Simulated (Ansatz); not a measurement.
# PbO (Massicot): the dielectric response by several routes

How strongly does PbO (Massicot) screen? Routes: perturbation theory, a sum over states and the RPA step of G0W0.

Main program and level: Ansatz 0.2.0; linear response on r2SCAN, plane waves, PAW.

## 1. Starting point

It takes space group Pbcm (No. 57, orthorhombic). The conventional cell has a = 5.893 Å, b = 5.490 Å, c = 4.753 Å, α = 90.00°, β = 90.00°, γ = 90.00°. Nearest to Pb lie 4 O at 2.22 to 2.48 Å. O has 4 Pb at 2.22 to 2.48 Å nearest. Farther neighbours and most contacts between anions are not listed.

Coordinates:

```cif
data_structure
_symmetry_space_group_name_H-M 'P 1'
_symmetry_Int_Tables_number 1
_cell_length_a 5.8931
_cell_length_b 5.4904
_cell_length_c 4.7528
_cell_angle_alpha 90.000
_cell_angle_beta 90.000
_cell_angle_gamma 90.000
_cell_volume 153.78
loop_
_atom_site_label
_atom_site_type_symbol
_atom_site_fract_x
_atom_site_fract_y
_atom_site_fract_z
_atom_site_occupancy
Pb1 Pb 0.22970 0.98840 0.25000 1
Pb2 Pb 0.77030 0.01160 0.75000 1
Pb3 Pb 0.22970 0.51160 0.75000 1
Pb4 Pb 0.77030 0.48840 0.25000 1
O5 O 0.86530 0.09170 0.25000 1
O6 O 0.13470 0.90830 0.75000 1
O7 O 0.86530 0.40830 0.75000 1
O8 O 0.13470 0.59170 0.25000 1
```

The cell and positions come from the Crystallography Open Database and are kept as given unless a step says otherwise. Spin-orbit coupling is left out unless a step names it.

## 2. Response to a homogeneous field

ε∞ sets how strongly the crystal screens. Perturbation theory gives it with local fields and without a sum over empty bands.

This step: dielectric response by perturbation theory, r2SCAN, plane waves, PAW; PAW set soft_1.

Contents of input.yaml:

```yaml
crystal:
  lattice:
    - [5.8931, 0.0, 0.0]
    - [0.0, 5.4904, 0.0]
    - [0.0, 0.0, 4.7528]
  atoms:
    - { symbol: Pb, position: [0.2297, 0.9884, 0.25] }
    - { symbol: Pb, position: [0.7703, 0.0116, 0.75] }
    - { symbol: Pb, position: [0.2297, 0.5116, 0.75] }
    - { symbol: Pb, position: [0.7703, 0.4884, 0.25] }
    - { symbol: O, position: [0.8653, 0.0917, 0.25] }
    - { symbol: O, position: [0.1347, 0.9083, 0.75] }
    - { symbol: O, position: [0.8653, 0.4083, 0.75] }
    - { symbol: O, position: [0.1347, 0.5917, 0.25] }
kpoints:
  mp_grid: { grid: [4, 4, 4] }
hamiltonian:
  xc: r2scan
  pseudopotentials: { kind: paw, azcp: { folder: soft_1 } }
scf:
  occupations: { method: fixed }
dielectric: {}
```

Run with:

```
$ ansatz run input.yaml --threads 2 --pin off --max-ram 92160MiB --backend cuda --events-out ev --progress --plain --runs-dir out --devices 1 --max-vram 13GiB
```

Numbers of over 12 decimals in the logs are rounded to 6 here.

Log:

```text
GPUs: using 1 of 1 available (devices: 1).
Engine: ansatz 0.2.0, x86_64-unknown-linux-gnu
Pseudopotentials: kind: paw
Pseudopotential: Pb, paw, valence charge 14, recommended cutoff 500 eV (meta_gga), soft_1/Pb.paw.azcp
Pseudopotential: O, paw, valence charge 6, recommended cutoff 500 eV (meta_gga), soft_1/O.paw.azcp
Functional definition: r2SCAN
  parameter k0 = 0.174
  parameter k1 = 0.065
  parameter a1 = 4.9479
  exchange = r2scan_x(k0 = k0, k1 = k1, a1 = a1)
  correlation = r2scan_c
device memory: the entry about to start is reckoned to put 2.5 GiB on a device that reports 47.5 GiB free (of which the cap on the GPU budget leaves the run 13.0 GiB)
GPU FFT provider: cuFFT
GPU libraries: cuBLAS 13.8.2, cuFFT 12.4.0, cuSOLVER 12.3.4
Crystal: 8 atoms, lattice volume = 153.779 Å³
Basis set: ecut = 500 eV, 3869 PW (Γ), exchange–correlation on 180×192×144 points (64 copies of the dense FFT grid, shifted against one another)
Bands: 48, of which v1, the nominal top of the filled ones, is band 40 counted from 1 (39 counted from 0)
Symmetry: 8 space group operations
k-points: 36 of 64 (irreducible under 1 space group operation, time reversal used)
Non-local potential: Pb, projectors of the file, l = 0: 2, l = 1: 2, l = 2: 2, l = 3: 1
Non-local potential: O, projectors of the file, l = 0: 2, l = 1: 2, l = 2: 1
PAW form: soft (Blöchl's): semilocal exchange-correlation on the pseudo side does not see the compensation charge
PAW frozen core: Pb, regenerated for the run's functional (the file was generated under x = pbe(κ = 0.804, μ = 0.219515), c = pbe(β = 0.066725))
PAW frozen core: O, regenerated for the run's functional (the file was generated under x = pbe(κ = 0.804, μ = 0.219515), c = pbe(β = 0.066725))
PAW one-centre angular grid: Pb, 590 points (default); XC on 160 Gauss nodes
PAW one-centre angular grid: O, 302 points (default); XC on 160 Gauss nodes
Initial density: superposition of atomic densities (chi_scale 0.1, normalization cell, long waves kept (reshape's long-wave potential 0.22 eV rms))
Initial wavefunctions: pseudopotential atomic-orbital guess
GPU buffer pool allocated for 77760 grid points (all kernels)
GPU transforms: local potential: pruned to the plane-wave sphere, on 45×45×36; band sums: pruned to the plane-wave sphere, on 45×48×36
Functional: x = r2scan, c = r2scan; τ floored in thin density (d = 2e-4 eV/Å³)
SCF iter   1: F=—  HF=-49965.755002 eV  |F-HF|=—  |Δ(HF+E_count)|=         —  Δρ=4.99e-2  dr2=4.32e0  dr2_τ=4.09e-1  ethr=3.10e-3  ⟨swp⟩=4.9  Hψ=6288  notcnv=0  defer=198
preconditioner: auto → Resta (q_TF=auto, 2.447 Å⁻¹)  ε∞=3.6  [insulator: Δε(μ)=3.061 eV  Ē_g=16.485 eV  n_scr=34 (ndim 8)  ℏωp=26.8 eV  f_vac=0.000  ε∞_Penn≈3.6]
SCF iter   2: F=—  HF=-49965.321801 eV  |F-HF|=—  |Δ(HF+E_count)|=   4.33e-1  Δρ=2.79e-2  dr2=7.82e-1  dr2_τ=1.15e-1  ethr=3.10e-3  ⟨swp⟩=2.0  Hψ=3605  notcnv=0  defer=161
SCF iter   3: F=—  HF=-49965.415656 eV  |F-HF|=—  |Δ(HF+E_count)|=   9.39e-2  Δρ=1.17e-2  dr2=2.41e-1  dr2_τ=1.66e-2  ethr=9.77e-4  ⟨swp⟩=3.0  Hψ=3000  notcnv=0  defer=205
SCF iter   4: F=—  HF=-49965.432613 eV  |F-HF|=—  |Δ(HF+E_count)|=   1.70e-2  Δρ=3.33e-3  dr2=1.07e-2  dr2_τ=9.68e-4  ethr=3.01e-4  ⟨swp⟩=2.8  Hψ=3421  notcnv=0  defer=210
SCF iter   5: F=—  HF=-49965.438745 eV  |F-HF|=—  |Δ(HF+E_count)|=   6.13e-3  Δρ=5.43e-4  dr2=3.29e-4  dr2_τ=1.88e-5  ethr=1.34e-5  ⟨swp⟩=2.9  Hψ=2442  notcnv=0  defer=210
SCF iter   6: F=—  HF=-49965.439089 eV  |F-HF|=—  |Δ(HF+E_count)|=   3.44e-4  Δρ=1.04e-4  dr2=1.84e-5  dr2_τ=2.02e-6  ethr=4.12e-7  ⟨swp⟩=2.1  Hψ=2696  notcnv=0  defer=210
SCF iter   7: F=—  HF=-49965.438967 eV  |F-HF|=—  |Δ(HF+E_count)|=   1.22e-4  Δρ=3.05e-5  dr2=9.72e-7  dr2_τ=7.79e-8  ethr=2.30e-8  ⟨swp⟩=2.0  Hψ=2906  notcnv=0  defer=201
SCF iter   8: F=—  HF=-49965.439220 eV  |F-HF|=—  |Δ(HF+E_count)|=   2.53e-4  Δρ=5.81e-6  dr2=7.09e-8  dr2_τ=4.37e-9  ethr=1.21e-9  ⟨swp⟩=2.1  Hψ=2818  notcnv=0  defer=169
SCF iter   9: F=—  HF=-49965.439220 eV  |F-HF|=—  |Δ(HF+E_count)|=   3.18e-8  Δρ=1.71e-6  dr2=4.54e-9  dr2_τ=3.47e-10  ethr=8.87e-11  ⟨swp⟩=2.0  Hψ=2909  notcnv=0  defer=171
SCF iter  10: F=—  HF=-49965.439220 eV  |F-HF|=—  |Δ(HF+E_count)|=  5.82e-10  Δρ=3.91e-7  dr2=2.73e-10  dr2_τ=1.29e-11  ethr=5.67e-12  ⟨swp⟩=2.0  Hψ=2894  notcnv=0  defer=171
SCF iter  11: F=-49965.439220 eV  HF=-49965.439220 eV  |F-HF|=2.18e-11  |Δ(HF+E_count)|=  1.75e-10  Δρ=1.53e-7  dr2=3.49e-11  dr2_τ=2.80e-12  ethr=1.00e-12  ⟨swp⟩=11.6  Hψ=8064  notcnv=0
SCF 1 converged in 11 iterations: F = -49965.439220 eV  dr2 = 3.49e-11
  greatest PAW one-centre occupation: 0.982 electrons in one spin orbital (limit 2), on the Pb atom at site 3 (counted from 0), in its partial waves of l = 2
the response reads at least the filled bands of the reference SCF and the lowest empty band at each k-point, and that SCF's band table does not vouch for those bands. The notice of the band table in this run's record says why
device memory: the entry about to start is reckoned to put 0.1 GiB (of the 0.2 GiB reckoned in all, the device holds 0.1 GiB already) on a device that reports 37.7 GiB free (of which the cap on the GPU budget leaves the run 12.9 GiB)
device memory: the entry about to start is reckoned to put 5.2 GiB (of the 5.3 GiB reckoned in all, the device holds 0.1 GiB already) on a device that reports 35.4 GiB free (of which the cap on the GPU budget leaves the run 12.9 GiB)
DFPT response loops at Γ: preconditioner auto → Resta (q_TF=auto, 2.447 Å⁻¹)  ε∞=4.6 (no band partly filled); β = 1.00, the filter's whole step (`scf.mixing.beta` (0.50) is not read by the response loops at its default; to damp them type it under 1.00, their step now; it binds the ground state too); Broyden in place of MSR1
── the response to a field inside a basis, on 6×6×8 k-points: an SCF that follows is theirs, and a resumed run solves both again ──
device memory: the entry about to start is reckoned to put 0.9 GiB on a device that reports 35.1 GiB free (of which the cap on the GPU budget leaves the run 12.9 GiB)
GPU FFT provider: cuFFT
GPU libraries: cuBLAS 13.8.2, cuFFT 12.4.0, cuSOLVER 12.3.4
Bands: 41, of which v1, the nominal top of the filled ones, is band 40 counted from 1 (39 counted from 0)
k-points: 36 of 288
Initial density: handed on by an earlier stage of this run
Initial wavefunctions: pseudopotential atomic-orbital guess (no wavefunctions were taken with the density)
GPU buffer pool allocated for 77760 grid points (all kernels)
GPU transforms: band sums: pruned to the plane-wave sphere, on 45×48×36
Eigensolver: Dense (36 Hₖ)
SCF iter   1: F=—  HF=-49965.230283 eV  |F-HF|=—  |Δ(HF+E_count)|=         —  Δρ=4.43e-4  dr2=9.95e-5  dr2_τ=6.72e-5  ethr=1.00e-1
preconditioner: auto → Resta (q_TF=auto, 2.447 Å⁻¹)  ε∞=4.5  [insulator: Δε(μ)=2.624 eV  Ē_g=14.398 eV  n_scr=34 (ndim 8)  ℏωp=26.8 eV  f_vac=0.008  ε∞_Penn≈4.5]
SCF iter   2: F=—  HF=-49965.230370 eV  |F-HF|=—  |Δ(HF+E_count)|=   8.65e-5  Δρ=2.26e-4  dr2=1.77e-5  dr2_τ=9.29e-6  ethr=1.24e-7
SCF iter   3: F=—  HF=-49965.230392 eV  |F-HF|=—  |Δ(HF+E_count)|=   2.21e-5  Δρ=7.13e-5  dr2=3.57e-6  dr2_τ=1.06e-6  ethr=2.21e-8
SCF iter   4: F=—  HF=-49965.230394 eV  |F-HF|=—  |Δ(HF+E_count)|=   2.06e-6  Δρ=1.64e-5  dr2=4.35e-7  dr2_τ=3.42e-8  ethr=4.46e-9
SCF iter   5: F=-49965.230394 eV  HF=-49965.230394 eV  |F-HF|=4.63e-9  |Δ(HF+E_count)|=   6.90e-8  Δρ=4.27e-6  dr2=2.54e-8  dr2_τ=1.57e-9  ethr=5.44e-10
SCF 1 converged in 5 iterations: F = -49965.230394 eV  dr2 = 2.54e-8
  greatest PAW one-centre occupation: 0.982 electrons in one spin orbital (limit 2), on the Pb atom at site 2 (counted from 0), in its partial waves of l = 2
device memory: the entry about to start is reckoned to put 0.1 GiB (of the 0.2 GiB reckoned in all, the device holds 0.1 GiB already) on a device that reports 45.4 GiB free (of which the cap on the GPU budget leaves the run 12.8 GiB)
device memory: the entry about to start is reckoned to put 4.6 GiB on a device that reports 45.5 GiB free (of which the cap on the GPU budget leaves the run 12.9 GiB)
DFPT response loops at Γ: preconditioner auto → Resta (q_TF=auto, 2.447 Å⁻¹)  ε∞=4.8 (no band partly filled); β = 1.00, the filter's whole step (`scf.mixing.beta` (0.50) is not read by the response loops at its default; to damp them type it under 1.00, their step now; it binds the ground state too); Broyden in place of MSR1
SCF converged after 11 iterations
Free energy (F): -49965.439220 eV
Harris-Foulkes:  -49965.439220 eV  (|F-HF|=2.18e-11)
Internal energy: -49965.439220 eV  (E = F + TS)
E sigma→0 (E₀):  -49965.439220 eV
Fermi energy:    8.162619 eV
--- Per-component energies (eV) ---
  E_band       = -218.839712
  E_kinetic    = 1849.617531
  E_local      = -5967.423236  (includes V_loc(G=0)·N_el)
  E_nonlocal   = 1435.749892
  E_hartree    = 2348.444503
  E_xc         = -1058.815521
  E_vxc        = -1014.487167  (∫ρ·V_xc dr)
  E_paw        = -42341.208029  (= ΣΔE_a)
  E_vpaw       = -1288.587538  (= ΣTr[D̂ρ^β])
  E_aug_tail   = 0.000994  (compensation charges beyond the density's cutoff)
  E_vtau       = 69.401040  (kinetic-family band-sum trace: ∫τ·v_τ [+ j·A + Jᵃ·Aᵃ] dr)
  E_ewald      = -6235.538797
  E_core_change = 3.733443  (= ΣΔE_core)
  E_smearing   = -0.000000  (= −TS)
  E_closure    = -0.000000  (closes the sum)
  Σ components = -49965.439220   (vs F -49965.439220, Δ=0.00e0)
--- Band table (eV; the first three rows and the last of 36) ---
  k-point 0: bands = [... 36 lower, 6.8531, 6.8898, 7.7820, 8.1626, 11.9475, 12.5355, 13.1832, 14.0109, ... 4 higher]
  k-point 1: bands = [... 36 lower, 6.8995, 7.3706, 7.5479, 8.1473, 12.1104, 12.9518, 13.0039, 13.7032, ... 4 higher]
  k-point 2: bands = [... 36 lower, 7.3004, 7.3004, 7.8921, 7.8921, 12.7651, 12.7651, 13.5771, 13.5771, ... 4 higher]
  k-point 35: bands = [... 36 lower, 7.6181, 7.6181, 7.6181, 7.6181, 11.0732, 11.0732, 11.0732, 11.0732, ... 4 higher]
--- Dielectric response (ions clamped): 3 representative field directions + reference, inside a basis on a mesh of 288 k-points (Σ response iterations 21) ---
  ε∞ (high-frequency dielectric tensor):
        5.813205     0.000000     0.000000
        0.000000     6.107130    -0.000000
        0.000000    -0.000000     6.655484
  Born effective charges Z* (e; rows j = field, columns β = displacement):
    site 0:
         2.45966    0.22662    0.00000
        -0.16923    2.84289   -0.00000
         0.00000    0.00000    3.46061
    site 1:
         2.45966    0.22662    0.00000
        -0.16923    2.84289   -0.00000
         0.00000    0.00000    3.46061
    site 2:
         2.45966   -0.22662    0.00000
         0.16923    2.84289    0.00000
         0.00000    0.00000    3.46061
    site 3:
         2.45966   -0.22662    0.00000
         0.16923    2.84289    0.00000
         0.00000    0.00000    3.46061
    site 4:
        -2.45966    0.54072   -0.00000
         1.01410   -2.84289   -0.00000
        -0.00000   -0.00000   -3.46061
    site 5:
        -2.45966    0.54072   -0.00000
         1.01410   -2.84289   -0.00000
        -0.00000   -0.00000   -3.46061
    site 6:
        -2.45966   -0.54072   -0.00000
        -1.01410   -2.84289    0.00000
        -0.00000    0.00000   -3.46061
    site 7:
        -2.45966   -0.54072   -0.00000
        -1.01410   -2.84289    0.00000
        -0.00000    0.00000   -3.46061
  Z* charge neutrality: 1.002e-2 e pre-enforcement
  solved inside a basis spanned on kpoints, on 6×6×8 k-points, its susceptibility summed on 8×8×8: ε∞ is read to err by 2.8e-2, Z* by 2.1e-2 e (field_mesh: kpoints solves on kpoints); Z* is corrected for what the basis lacks
```

The job ended after 93 s (1 × NVIDIA H100 80GB HBM3 (shared by 6 runs) with 2 threads of AMD EPYC 7R13 (Zen 3), shared host; peak memory 3.3 GiB).

In the SCF lines HF is the Harris–Foulkes energy and dr2 the Hartree energy of the density residual, in eV; the loop may stop once dr2 is under the threshold and the program's other checks hold. Hψ counts applications of the Hamiltonian.

Numbers from this step:

* stated error of ε∞: 0.028

One over ε∞ averages 0.16, under the quarter of exact exchange in PBE0, which by this rule of thumb may open the gap too far.

High-frequency dielectric tensor:

```
5.81 0.00 0.00
0.00 6.11 0.00
0.00 0.00 6.66
```

Born effective charge (e), principal values of the symmetric part by kind of site:

| atom | atoms with these values | low | middle | high | mean |
| --- | --- | --- | --- | --- | --- |
| Pb1 | 4 | 2.46 | 2.85 | 3.46 | 2.92 |
| O5 | 4 | -3.46 | -3.45 | -1.85 | -2.92 |

In full for Pb1:

```
 2.46  0.23  0.00
-0.17  2.84  0.00
 0.00  0.00  3.46
```

[end of part 1 of 2]

[Paths, hosts, dates, memory and timing lines, banners, echoed tables and standing remarks are left out of the program output.]

[Logs are printed without paths, hosts, clocks, repeated set-up lines and the standing remarks that a program may print on its own settings, such as how far it seeks lower states.]

[Runs of the session that timed out or met a known fault of the program may be left out.]

[Cells called generated may have been cut or substituted from an entry of the Crystallography Open Database or the Materials Project.]

[Hosts, paths, dates, database ids (printed as entryN), source tags and the programs' standing remarks are cut or masked in the printed files.]
